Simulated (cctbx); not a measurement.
# Accept or mend?

Cell a = 18.2950 Å, b = 9.0220 Å, c = 11.6720 Å, α = 90.00°, β = 123.61°, γ = 90.00°; space group C2/c (no. 15).

The data are simulated with cctbx, not measured: Cu Kα, λ = 1.54184 Å, to d = 0.83 Å, 80 % of the full sphere, strongest reflection 20000 counts, noise from counting, a 2 % proportional error and a noise floor of 15 counts (s.d.); no absorption.

An anisotropic refinement with weights 1/σ² prints:

```text
Rint 0.027, 1465 unique reflections to 0.83 A
cycle     R1     wR2    GooF  max shift (A)
   1  0.0756  0.1582   5.228   0.00205
   2  0.0263  0.0597   1.971   0.00000
final R1 0.0263 wR2 0.0597 GooF 1.971  parameters 46  data/parameter 31.8
atom        x        y        z      Ueq    occ   su(xyz)  su(Uiso or U11)
Dy1    0.00000  0.98806  0.75000   0.0067  1.000  0.00009  0.0004
I1     0.59061  0.33824  0.08090   0.0127  1.000  0.00007  0.0003
Cd1    0.69587  0.62057  0.35064   0.0036  1.000  0.00007  0.0003
I2     0.87098  0.23783  0.54098   0.0204  1.000  0.00008  0.0003
I3     0.00000  0.61810  0.75000   0.0094  1.000  0.00009  0.0004
I4     0.70084  0.99612  0.30975   0.0178  1.000  0.00008  0.0003
difference map: max 3.23 min -2.46 rms 0.39
Q1    0.1802  0.1246  0.3522    8    3.25  0.30 A from Cd1
Q2    0.2399  0.0472  0.6799    8    1.25  1.10 A from I4
Q3    0.2406  0.2076  0.2986    8    1.19  1.48 A from Cd1
Q4    0.1809  0.3632  0.9212    8    1.08  1.69 A from I2
Q5    0.0486  0.2436  0.8597    8    1.04  1.27 A from I2
Q6    0.2038  0.1591  0.6540    8    0.97  1.75 A from I1
```

**Question.** Can this result stand? If not, what is the likely fault?

Mend it. The fault: elements exchanged: I4 is Cd and Cd1 is I. Against the right model at the same level, R1 goes from 0.0138 to 0.0263 and GooF from 0.90 to 1.97, U of Cd1 shrinks from 0.0100 to 0.0036 Å², U of I4 swells from 0.0111 to 0.0178 Å², the top difference peak, 3.2 e/Å³, lies on Cd1 and a hole of -2.5 e/Å³ opens. I4 has 5 electrons too many and its U swells to shed them, as expected; Cd1 has 5 electrons too few and its U shrinks to make up, as expected.

The compound is DyCd2I7. The right model at the same level gives:

```text
Rint 0.027, 1465 unique reflections to 0.83 A
cycle     R1     wR2    GooF  max shift (A)
   1  0.0380  0.0818   2.703   0.00212
   2  0.0138  0.0274   0.904   0.00000
final R1 0.0138 wR2 0.0274 GooF 0.904  parameters 46  data/parameter 31.8
atom        x        y        z      Ueq    occ   su(xyz)  su(Uiso or U11)
Dy1    0.00000  0.98807  0.75000   0.0068  1.000  0.00004  0.0002
I1     0.59061  0.33824  0.08090   0.0129  1.000  0.00003  0.0001
I2     0.69588  0.62059  0.35070   0.0100  1.000  0.00003  0.0001
I3     0.87100  0.23779  0.54100   0.0205  1.000  0.00004  0.0002
I4     0.00000  0.61812  0.75000   0.0093  1.000  0.00004  0.0002
Cd1    0.70081  0.99612  0.30974   0.0111  1.000  0.00003  0.0002
difference map: max 0.99 min -0.98 rms 0.24
Q1    0.0000  0.1217  0.7500    4    0.99  1.21 A from Dy1
Q2    0.0183  0.4426  0.7113    8    0.91  1.73 A from I4
Q3    0.2414  0.0469  0.6809    8    0.91  1.07 A from Cd1
Q4    0.1449  0.2262  0.5656    8    0.90  1.25 A from I1
Q5    0.2428  0.0365  0.3553    8    0.88  1.12 A from I2
Q6    0.0212  0.3007  0.6491    8    0.83  2.22 A from I1
```

The model is made up (kin elements in a known structure type, no relaxation), so it says nothing on whether the phase exists.

[Middle refinement cycles are left out of these outputs.]

[Logs are printed without paths, hosts, clocks, repeated set-up lines and the standing remarks that a program may print on its own settings, such as how far it seeks lower states.]
